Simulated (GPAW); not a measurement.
**STM contrast on 1T-MnSSe monolayer**

Aim: Tersoff-Hamann images of 1T-MnSSe monolayer at several biases.

Main program and level: GPAW 26.7.0; GPAW, PAW setups; layer in a repeated cell with vacuum, relaxation of atoms and in-plane cell, in the first sound run; inputs show where later runs differ.

**1. The structure**

The cell holds 3 atoms: 1 Se, 1 Mn and 1 S. Cell: a = 3.408 Å, b = 3.408 Å, c = 20.726 Å, α = 90.0°, β = 90.0°, γ = 120.0°. Vacuum lies along c.

**2. Relaxation**

Forces are removed first; all later runs use this geometry.

The input, run.py:

```python
import json
import numpy as np
from ase import Atoms
from ase.filters import FrechetCellFilter
from ase.optimize import BFGS
from gpaw import GPAW, PW

slab = Atoms(
    ['Se', 'Mn', 'S'],
    positions=[
        [1.70396, 0.98378, 9.00000],
        [0.00000, 0.00000, 10.49483],
        [-0.00000, 1.96757, 11.72598]],
    cell=[[3.40793, 0.0, 0.0], [-1.70396, 2.95135, 0.0], [0.0, 0.0, 20.726]],
    pbc=[True, True, True],
    magmoms=[0.0, 4.0, 0.0])

slab.calc = GPAW(mode=PW(600), xc='PBE', kpts={'size': (9, 9, 1), 'gamma': True},
                 occupations={'name': 'fermi-dirac', 'width': 0.05}, nbands='160%',
                 convergence={'density': 1e-05}, maxiter=200,
                 symmetry={'tolerance': 1e-3}, txt='slab.txt')
result = {}
# The in-plane cell is free; stress needs a cell that repeats along all three vectors
path = []
opt = BFGS(FrechetCellFilter(slab, mask=[1, 1, 0, 0, 0, 1]), maxstep=0.2)
opt.attach(lambda: path.append((slab.get_potential_energy(), slab.positions.tolist(), slab.get_forces().tolist())))
result['relaxed'] = bool(opt.run(fmax=0.02, steps=45))
result['path'] = path
result['cell'] = slab.cell.tolist()
print('in-plane lattice', slab.cell.cellpar().round(4)[[0, 1, 5]])
energy = slab.get_potential_energy()
fermi = slab.calc.get_fermi_level()
v = slab.calc.get_electrostatic_potential().mean((0, 1)) - fermi
n = slab.calc.get_pseudo_density().mean((0, 1))
L = slab.cell[2, 2]
z = np.arange(len(v)) * L / len(v)
low, high = slab.positions[:, 2].min(), slab.positions[:, 2].max()
below, above = np.interp([low - 6.8, high + 6.8], z, v)
slopes = [np.interp(x, z, np.gradient(v, z)) for x in (low - 6.8, high + 6.8)]
eps = np.array([[slab.calc.get_eigenvalues(k, s) for k in range(len(slab.calc.get_ibz_k_points()))]
                for s in range(slab.calc.get_number_of_spins())]) - fermi
top, bottom = eps[eps < 0].max(), eps[eps > 0].min()
dipole = slab.get_dipole_moment()[2]
print(f'energy {energy:.4f} eV, Fermi level {fermi:.4f} eV, dipole {dipole:.5f} e A')
print(f'potential 6.8 A off the faces, from the Fermi level: lower {below:.4f} eV, upper {above:.4f} eV')
print(f'slope of the potential there: lower {slopes[0]:.5f}, upper {slopes[1]:.5f} eV/A')
print(f'nearest levels on the mesh: {top:.4f} and {bottom:.4f} eV')
print('magnetic moment', round(slab.get_magnetic_moment(), 3))
result.update(energy=energy, fermi=fermi, dipole=dipole, below=below, above=above, slopes=slopes, edges=[top, bottom],
              z=z.tolist(), v=v.tolist(), n=n.tolist(), positions=slab.positions.tolist(),
              forces=slab.get_forces(apply_constraint=False).tolist(), moments=slab.get_magnetic_moments().tolist())
json.dump(result, open('result.json', 'w'))
```

Launch:

```console
$ OMP_NUM_THREADS=1 OPENBLAS_NUM_THREADS=1 python run.py
```

Log:

```text
Step          Energy          fmax
BFGS:    0      -18.834082        0.285693
BFGS:    1      -18.835916        0.222051
BFGS:    2      -18.838684        0.045571
BFGS:    3      -18.838734        0.035404
BFGS:    4      -18.838850        0.028652
BFGS:    5      -18.838870        0.027943
BFGS:    6      -18.838924        0.035290
BFGS:    7      -18.838977        0.037320
BFGS:    8      -18.839009        0.020137
BFGS:    9      -18.839016        0.004436
in-plane lattice [  3.4019   3.4019 120.    ]
energy -18.8347 eV, Fermi level -2.1282 eV, dipole -0.03660 e A
potential 6.8 A off the faces, from the Fermi level: lower 5.2480 eV, upper 5.3873 eV
slope of the potential there: lower -0.03199, upper -0.03198 eV/A
nearest levels on the mesh: -0.0693 and 0.0124 eV
magnetic moment 2.849
```

Elapsed: 5.7 min, on 1 thread of Intel Xeon 6975P-C (Granite Rapids), shared host; peak memory 0.47 GiB.

This step gave:

| Property | Result |
| --- | --- |
| dipole along the normal | -0.03660 e·Å |
| levels nearest the Fermi level on the mesh | -0.06935, 0.01237 eV from the Fermi level |
| site moments | -0.04449, 2.798, -0.02305 μB |
| sum of the site moments | 2.730 μB |

The electrostatic potential energy of an electron (without an applied field's), less the Fermi level, planar mean by z:

z (Å), electrostatic potential energy of an electron (without an applied field's), less the Fermi level, planar mean (eV) and a bar from the least value:
```
        0        5.3 ##############################
        1        5.3 ##############################
        2        5.3 ##############################
        3        5.2 ##############################
        4        5.2 ##############################
        5        5.2 ##############################
        6        5.1 ##############################
        7        5.0 #############################
        8        2.3 ##########################
        9      -19.1 
       10       -6.1 ################
       11       -7.0 ###############
       12      -10.9 ##########
       13        4.6 #############################
       14        5.5 ##############################
       15        5.5 ##############################
       16        5.5 ##############################
       17        5.4 ##############################
       18        5.4 ##############################
       19        5.4 ##############################
       20        5.3 ##############################
```

Table of pseudo valence density, planar mean by z:

z (Å), pseudo valence density, planar mean (e/Å³) and a bar:
```
      5.5       0.00 
      6.0       0.00 
      6.5       0.00 
      7.0       0.01 
      7.5       0.03 #
      8.0       0.13 ##
      8.5       0.34 ######
      9.0       0.21 ####
      9.5       0.43 #######
     10.0       0.65 ###########
     10.5       1.79 ##############################
     11.0       0.70 ############
     11.5       0.45 #######
     12.0       0.37 ######
     12.5       0.20 ###
     13.0       0.05 #
     13.5       0.01 
     14.0       0.00 
     14.5       0.00 
     15.0       0.00
```

Site moment by atom:

| atom | site moment (μB) |
| --- | --- |
| Se1 | -0.04 |
| Mn2 | 2.80 |
| S3 | -0.02 |

The relaxation lowered the energy of the cell by 0.00519 eV (energies extrapolated to zero smearing; the optimiser's log prints free energies). The largest force left on a free atom is 0.0044 eV/Å.

**3. The slab's potential**

With the geometry fixed, the planar mean of the potential gives the vacuum level on each side.

This step: GPAW, PAW setups; slab in vacuum (GPAW 26.7.0).

The cell differs from the one that the last finished run ended in (c 20.726 → 20.770 Å).

The input, run.py:

```python
import json
import numpy as np
from ase import Atoms
from ase.dft.stm import STM
from gpaw import GPAW, PW

slab = Atoms(
    ['Se', 'Mn', 'S'],
    positions=[
        [1.70096, 0.98205, 9.00000],
        [-0.00000, -0.00000, 10.50464],
        [0.00000, 1.96411, 11.77035]],
    cell=[[3.40194, 0.0, 0.0], [-1.70096, 2.94616, 0.0], [0.0, 0.0, 20.7703]],
    pbc=[True, True, False],
    magmoms=[0.0, 4.0, 0.0])

slab.calc = GPAW(mode=PW(400), xc='PBE', kpts={'size': (9, 9, 1), 'gamma': True},
                 occupations={'name': 'fermi-dirac', 'width': 0.05}, nbands='160%',
                 convergence={'density': 1e-05}, maxiter=200,
                 poissonsolver={'dipolelayer': 'xy'},
                 symmetry={'tolerance': 1e-3}, txt='slab.txt')
result = {}
energy = slab.get_potential_energy()
fermi = slab.calc.get_fermi_level()
v = slab.calc.get_electrostatic_potential().mean((0, 1)) - fermi
n = slab.calc.get_pseudo_density().mean((0, 1))
L = slab.cell[2, 2]
z = np.arange(len(v)) * L / len(v)
low, high = slab.positions[:, 2].min(), slab.positions[:, 2].max()
below, above = np.interp([low - 6.8, high + 6.8], z, v)
slopes = [np.interp(x, z, np.gradient(v, z)) for x in (low - 6.8, high + 6.8)]
eps = np.array([[slab.calc.get_eigenvalues(k, s) for k in range(len(slab.calc.get_ibz_k_points()))]
                for s in range(slab.calc.get_number_of_spins())]) - fermi
top, bottom = eps[eps < 0].max(), eps[eps > 0].min()
dipole = slab.get_dipole_moment()[2]
print(f'energy {energy:.4f} eV, Fermi level {fermi:.4f} eV, dipole {dipole:.5f} e A')
print(f'potential 6.8 A off the faces, from the Fermi level: lower {below:.4f} eV, upper {above:.4f} eV')
print(f'slope of the potential there: lower {slopes[0]:.5f}, upper {slopes[1]:.5f} eV/A')
print(f'nearest levels on the mesh: {top:.4f} and {bottom:.4f} eV')
print('magnetic moment', round(slab.get_magnetic_moment(), 3))
result.update(energy=energy, fermi=fermi, dipole=dipole, below=below, above=above, slopes=slopes, edges=[top, bottom],
              z=z.tolist(), v=v.tolist(), n=n.tolist(), positions=slab.positions.tolist(),
              forces=slab.get_forces(apply_constraint=False).tolist(), moments=slab.get_magnetic_moments().tolist())

# Images need the states of the whole zone, up to time reversal
slab.calc = slab.calc.fixed_density(symmetry={'point_group': False}, txt='states.txt', nbands='250%',
                                    convergence={'bands': 'CBM+1.3'})
stm = STM(slab)
result['stm'] = []
for bias in [-1.0, 1.0]:
    height = high + 3.5
    current = stm.get_averaged_current(bias, height)
    x, y, h = stm.scan(bias, current)
    i, f = divmod(height / L * stm.ldos.shape[2], 1)
    I = abs((1 - f) * stm.ldos[:, :, int(i)] + f * stm.ldos[:, :, int(i) + 1])
    print(f'bias {bias} V: mean current at 3.5 A {current:.4e}, corrugation {np.ptp(h):.4f} A')
    result['stm'].append(dict(bias=bias, current=current, h=(h - high).tolist(), I=I.tolist()))
json.dump(result, open('result.json', 'w'))
```

Log:

```text
energy -18.8018 eV, Fermi level -2.1377 eV, dipole -0.02781 e A
potential 6.8 A off the faces, from the Fermi level: lower 5.0688 eV, upper 5.5739 eV
slope of the potential there: lower -0.00001, upper 0.00002 eV/A
nearest levels on the mesh: -0.0691 and 0.0120 eV
magnetic moment 2.849
bias -1.0 V: mean current at 3.5 A 1.2287e-05, corrugation 0.1728 A
bias 1.0 V: mean current at 3.5 A 1.8497e-05, corrugation 0.1947 A
```

Run time: 2.1 min. Hardware: 1 thread; peak memory 0.5 GiB.

Numbers from this step:

```yaml
dipole_along_the_normal: -0.02781 e·Å
levels_nearest_the_fermi_level_on_the_mesh: -0.06906, 0.01197 eV from the Fermi level
upper_work_function: 5.574 eV
lower_work_function: 5.069 eV
site_moments: -0.04427, 2.797, -0.02316 μB
corrugation_minus_1: 0.1728 Å
corrugation_1: 0.1947 Å
sum_of_the_site_moments: 2.729 μB
```

The electrostatic potential energy of an electron (without an applied field's), less the Fermi level, planar mean by z:

| z (Å) | electrostatic potential energy of an electron (without an applied field's), less the Fermi level, planar mean (eV) |
| --- | --- |
| 0.0 | 5.32 |
| 0.5 | 5.07 |
| 1.0 | 5.07 |
| 1.5 | 5.07 |
| 2.0 | 5.07 |
| 2.5 | 5.07 |
| 3.0 | 5.07 |
| 3.5 | 5.07 |
| 4.0 | 5.07 |
| 4.5 | 5.07 |
| 5.0 | 5.07 |
| 5.5 | 5.07 |
| 6.0 | 5.06 |
| 6.5 | 5.04 |
| 7.0 | 4.93 |
| 7.5 | 4.47 |
| 8.0 | 2.45 |
| 8.5 | -5.76 |
| 9.0 | -19.1 |
| 9.5 | -7.87 |
| 10.0 | -5.96 |
| 10.5 | -11.3 |
| 11.0 | -7.09 |
| 11.5 | -12.1 |
| 12.0 | -11.5 |
| 12.5 | 0.986 |
| 13.0 | 4.61 |
| 13.5 | 5.37 |
| 14.0 | 5.53 |
| 14.5 | 5.56 |
| 15.0 | 5.57 |
| 15.5 | 5.57 |
| 16.0 | 5.57 |
| 16.5 | 5.57 |
| 17.0 | 5.57 |
| 17.5 | 5.57 |
| 18.0 | 5.57 |
| 18.5 | 5.57 |
| 19.0 | 5.57 |
| 19.5 | 5.57 |
| 20.0 | 5.57 |
| 20.5 | 5.50 |

The pseudo valence density, planar mean by z:

| z (Å) | pseudo valence density, planar mean (e/Å³) |
| --- | --- |
| 5.5 | 8.6e-5 |
| 6.0 | 3.6e-4 |
| 6.5 | 0.00149 |
| 7.0 | 0.00680 |
| 7.5 | 0.0303 |
| 8.0 | 0.123 |
| 8.5 | 0.330 |
| 9.0 | 0.239 |
| 9.5 | 0.430 |
| 10.0 | 0.646 |
| 10.5 | 1.72 |
| 11.0 | 0.723 |
| 11.5 | 0.453 |
| 12.0 | 0.363 |
| 12.5 | 0.212 |
| 13.0 | 0.0531 |
| 13.5 | 0.0114 |
| 14.0 | 0.00235 |
| 14.5 | 4.8e-4 |
| 15.0 | 1.1e-4 |

Tip height over the top atom over a1 and a2. Sample bias -1 V, constant current at the mean current 3.5 Å over the top atom.

Values in Å, 16 rows by 16 columns:
```
3.41 3.43 3.45 3.47 3.50 3.52 3.53 3.54 3.54 3.53 3.52 3.50 3.47 3.45 3.43 3.41
3.43 3.45 3.47 3.50 3.53 3.54 3.55 3.56 3.55 3.54 3.53 3.50 3.47 3.45 3.43 3.42
3.45 3.47 3.50 3.53 3.55 3.56 3.56 3.56 3.56 3.55 3.53 3.50 3.47 3.45 3.44 3.44
3.47 3.50 3.53 3.55 3.56 3.57 3.57 3.57 3.56 3.55 3.53 3.50 3.47 3.46 3.45 3.46
3.49 3.52 3.54 3.56 3.57 3.58 3.58 3.57 3.56 3.54 3.52 3.49 3.47 3.46 3.46 3.47
3.51 3.53 3.55 3.56 3.57 3.58 3.57 3.56 3.55 3.53 3.51 3.48 3.47 3.46 3.47 3.48
3.52 3.54 3.56 3.56 3.57 3.57 3.56 3.56 3.54 3.52 3.50 3.48 3.46 3.46 3.48 3.50
3.52 3.54 3.55 3.56 3.56 3.56 3.55 3.54 3.52 3.50 3.48 3.46 3.46 3.46 3.48 3.50
3.52 3.53 3.54 3.55 3.55 3.54 3.53 3.52 3.50 3.48 3.46 3.46 3.46 3.46 3.48 3.50
3.51 3.52 3.53 3.53 3.53 3.52 3.51 3.50 3.48 3.46 3.46 3.46 3.46 3.46 3.48 3.50
3.49 3.50 3.50 3.50 3.50 3.49 3.48 3.48 3.46 3.46 3.46 3.46 3.46 3.46 3.48 3.48
3.47 3.47 3.47 3.47 3.47 3.47 3.47 3.46 3.46 3.46 3.46 3.46 3.46 3.46 3.47 3.47
3.45 3.45 3.45 3.45 3.46 3.46 3.46 3.46 3.46 3.46 3.46 3.46 3.46 3.46 3.46 3.46
3.43 3.43 3.43 3.44 3.45 3.46 3.47 3.48 3.48 3.48 3.48 3.48 3.47 3.46 3.45 3.44
3.41 3.41 3.42 3.44 3.46 3.47 3.48 3.50 3.50 3.50 3.50 3.48 3.47 3.46 3.44 3.42
3.40 3.41 3.43 3.45 3.47 3.49 3.51 3.52 3.52 3.52 3.51 3.49 3.47 3.45 3.43 3.41
```
Columns: a1 from 0 to 0.938; rows upwards: a2 from 0 to 0.938.

Local density of states summed over the bias window over a1 and a2. Sample bias -1 V, constant height 3.5 Å over the top atom.

Ten even steps from '0' (0.98 × 1e-5 arbitrary) to '9' (1.59 × 1e-5 arbitrary):
```
0012455666542100
1124567776542110
1245788887542111
2457899987542111
3568999986532222
4578999875432223
5678998765322223
5678887654322234
5567765543211234
4555554332111233
3444433221111223
2222222221112222
1111122222222221
1011122233322211
0001123344332110
0011234555432110
```
Columns: a1 from 0 to 0.938; rows upwards: a2 from 0 to 0.938.

Tip height over the top atom over a1 and a2. Sample bias 1 V, constant current at the mean current 3.5 Å over the top atom.

Ten even steps from '_' (3.39 Å) to '@' (3.58 Å):
```
__..::==++**########**++==::..__
..::--++####%%%%%%####++--::..__
::==++##%%%%@@@@%%%%##++==::....
==++##%%@@@@@@@@@@%%##++==--::--
++**##%%@@@@@@@@%%##**++==----==
**##%%@@@@@@@@@@%%##**++======++
**##%%@@@@@@@@%%##**++========++
####%%%%@@%%%%####**++======++**
**####%%%%####****++========++**
****######****++++==========++++
++++++++++++++================++
==------========================
::::::::----================----
........::--====++++++====--::..
______..--==++++****++++==--..__
____..::==++****####**++==::..__
```
Columns: a1 from 0 to 0.938; rows upwards: a2 from 0 to 0.938.

Local density of states summed over the bias window over a1 and a2. Sample bias 1 V, constant height 3.5 Å over the top atom.

Ten even steps from '_' (1.45 × 1e-5 arbitrary) to '@' (2.39 × 1e-5 arbitrary):
```
____..::==++********++==::..____
__..::==++**######**++==::..____
..::==++##%%%%%%%%##++==::......
::==++##%%@@@@@@%%##++==::::..::
--++**%%@@@@@@@@%%**++--::::::::
==**##%%@@@@@@%%##**==--::::::--
++**##%%@@@@%%##**++==--------==
++**##%%%%%%##**++==----------==
++****####****++====--------====
==++++++++++====------::------==
--========----------::::--------
::::::::::::::--------------::::
........::::::------------::::::
______....::::----==----::::....
______..::::--========--::::..__
______..::--==++++++==--::..____
```
Columns: a1 from 0 to 0.938; rows upwards: a2 from 0 to 0.938.

The potential is flat to 2.3e-5 eV/Å where it is read, so the vacuum is wide enough.

**4. A changed run**

One more run, with changed settings.

The input, run.py:

```python
import json
import numpy as np
from ase import Atoms
from gpaw import GPAW, PW

slab = Atoms(
    ['Se', 'Mn', 'S'],
    positions=[
        [1.70096, 0.98205, 9.00000],
        [-0.00000, -0.00000, 10.50464],
        [0.00000, 1.96411, 11.77035]],
    cell=[[3.40194, 0.0, 0.0], [-1.70096, 2.94616, 0.0], [0.0, 0.0, 20.7703]],
    pbc=[True, True, False],
    magmoms=[0.0, 4.0, 0.0])

slab.calc = GPAW(mode=PW(400), xc='PBE', kpts={'size': (9, 9, 1), 'gamma': True},
                 occupations={'name': 'fermi-dirac', 'width': 0.05}, nbands='160%',
                 convergence={'density': 1e-05}, maxiter=50,
                 poissonsolver={'dipolelayer': 'xy'},
                 symmetry={'tolerance': 1e-3}, txt='slab.txt')
result = {}
energy = slab.get_potential_energy()
fermi = slab.calc.get_fermi_level()
v = slab.calc.get_electrostatic_potential().mean((0, 1)) - fermi
n = slab.calc.get_pseudo_density().mean((0, 1))
L = slab.cell[2, 2]
z = np.arange(len(v)) * L / len(v)
low, high = slab.positions[:, 2].min(), slab.positions[:, 2].max()
below, above = np.interp([low - 1.0, high + 1.0], z, v)
slopes = [np.interp(x, z, np.gradient(v, z)) for x in (low - 1.0, high + 1.0)]
eps = np.array([[slab.calc.get_eigenvalues(k, s) for k in range(len(slab.calc.get_ibz_k_points()))]
                for s in range(slab.calc.get_number_of_spins())]) - fermi
top, bottom = eps[eps < 0].max(), eps[eps > 0].min()
dipole = slab.get_dipole_moment()[2]
print(f'energy {energy:.4f} eV, Fermi level {fermi:.4f} eV, dipole {dipole:.5f} e A')
print(f'potential 1.0 A off the faces, from the Fermi level: lower {below:.4f} eV, upper {above:.4f} eV')
print(f'slope of the potential there: lower {slopes[0]:.5f}, upper {slopes[1]:.5f} eV/A')
print(f'nearest levels on the mesh: {top:.4f} and {bottom:.4f} eV')
print('magnetic moment', round(slab.get_magnetic_moment(), 3))
result.update(energy=energy, fermi=fermi, dipole=dipole, below=below, above=above, slopes=slopes, edges=[top, bottom],
              z=z.tolist(), v=v.tolist(), n=n.tolist(), positions=slab.positions.tolist(),
              forces=slab.get_forces(apply_constraint=False).tolist(), moments=slab.get_magnetic_moments().tolist())
json.dump(result, open('result.json', 'w'))
```

Log:

```text
energy -18.8018 eV, Fermi level -2.1377 eV, dipole -0.02781 e A
potential 1.0 A off the faces, from the Fermi level: lower 2.4495 eV, upper 3.5995 eV
slope of the potential there: lower -7.83452, upper 6.27771 eV/A
nearest levels on the mesh: -0.0691 and 0.0120 eV
magnetic moment 2.849
```

It took 25 s on 1 thread; peak memory 0.24 GiB.

The run finished. A setting was moved off its sound value on purpose, so it serves as a test and not as the result.

The fault put into the input: the potential probed 1 A off the face (probe = 1.0).

**5. Outcome**

```yaml
work_function_upper_and_lower_face: 5.574 and 5.069 eV
dipole_along_the_normal: -0.0278 e Å
corrugation_at_minus_1_v: 0.173 Å
corrugation_at_1_v: 0.195 Å
```

**Reading.** The tip height varies by 0.17 to 0.19 Å over the cell, much the same at every bias tried. Negative sample bias images filled states, positive bias empty ones. The two faces differ by 0.51 eV, the step that the slab's dipole makes (e p/(ε0 A) gives 0.50 eV), so the dipole layer is needed. The images are of Tersoff-Hamann type: an s-wave tip, no tip-sample forces, heights closer than in a microscope. The relaxation of atoms and cell ran in a fully periodic cell without the dipole layer, so the atoms of this polar layer felt a small spurious field. One magnetic start was tried; another order may lie lower. The layer's cell and atoms come from the relaxation; spin-orbit coupling and temperature are left out.

[Logs are printed without paths, hosts, clocks, repeated set-up lines and the standing remarks that a program may print on its own settings, such as how far it seeks lower states.]

[Hosts, paths, dates, database ids (printed as entryN), source tags and the programs' standing remarks are cut or masked in the printed files.]
